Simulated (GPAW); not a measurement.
# SiC (P6_3mc): how ε∞ follows the gap

The empty bands of SiC (P6_3mc) are shifted up rigidly by Δ, and ε∞ along x is computed for each shift. x, y and z are the Cartesian axes of the input cell.

Cell: a, b, c = 3.076, 3.076, 5.048 Å (primitive vectors), 4 atoms.

Method: GPAW 26.7.0, LDA, RPA, k-mesh 12×12×6, local fields up to 50 eV, Lorentzian half width 0.15 eV.

Launch of the response step: `OMP_NUM_THREADS=1 python df.py`. The series took 2.2 min in all, its band step included, on 1 thread of Arm Neoverse V2, on a shared host.

```tsv
Δ (eV)	ε∞ along x
0.00	6.727
0.40	6.446
0.80	6.192
1.20	?
1.60	5.754
2.00	5.562
```

With one effective transition at E₀ and fixed dipole strength, ε∞ − 1 = A/(E₀ + Δ), so 1/(ε∞ − 1) is linear in Δ.

Working, on the rows shown:

| x = Δ (eV) | y = 1/(ε∞ − 1) |
| --- | --- |
| 0 | 0.174611 |
| 0.4 | 0.183621 |
| 0.8 | 0.192604 |
| 1.6 | 0.210349 |
| 2 | 0.219202 |

Means: x̄ = 0.96, ȳ = 0.19608. Σ(x − x̄)(y − ȳ) = 0.06132, Σ(x − x̄)² = 2.752. Slope = 0.06132 / 2.752 = 0.02228; intercept = ȳ − slope · x̄ = 0.17469. Turned back into ε∞ along x, the line misses the rows shown by at most 0.0025.

Q: Predict the last column of the withheld row from the fit.

A: At x = 1.2 the line gives y = 0.20143, that is 5.965. The run gave 5.962, so the interpolation is off by 0.0026, 0.2 % of the range in the table.

Refitted with all rows, the slope is 0.02229 and the intercept 0.1747. These give E₀ = intercept/slope = 7.8 eV, far above the least direct gap of 3.98 eV: most of the screening comes from transitions well over the edge. Over the first step ε∞ falls by 10 % per eV. The measured fundamental gap is 3.33 eV (arxiv:2009.14696 (2020)), against 2.21 eV for the same gap here, so it asks for Δ = 1.12 eV, where the line gives ε∞ = 6.01. Excitons are left out; LDA gaps are as a rule too small. The values come from a sum over the points of one k-mesh and carry its error, which grows as the direct gap shrinks.

[Logs are printed without paths, hosts, clocks, repeated set-up lines and the standing remarks that a program may print on its own settings, such as how far it seeks lower states.]
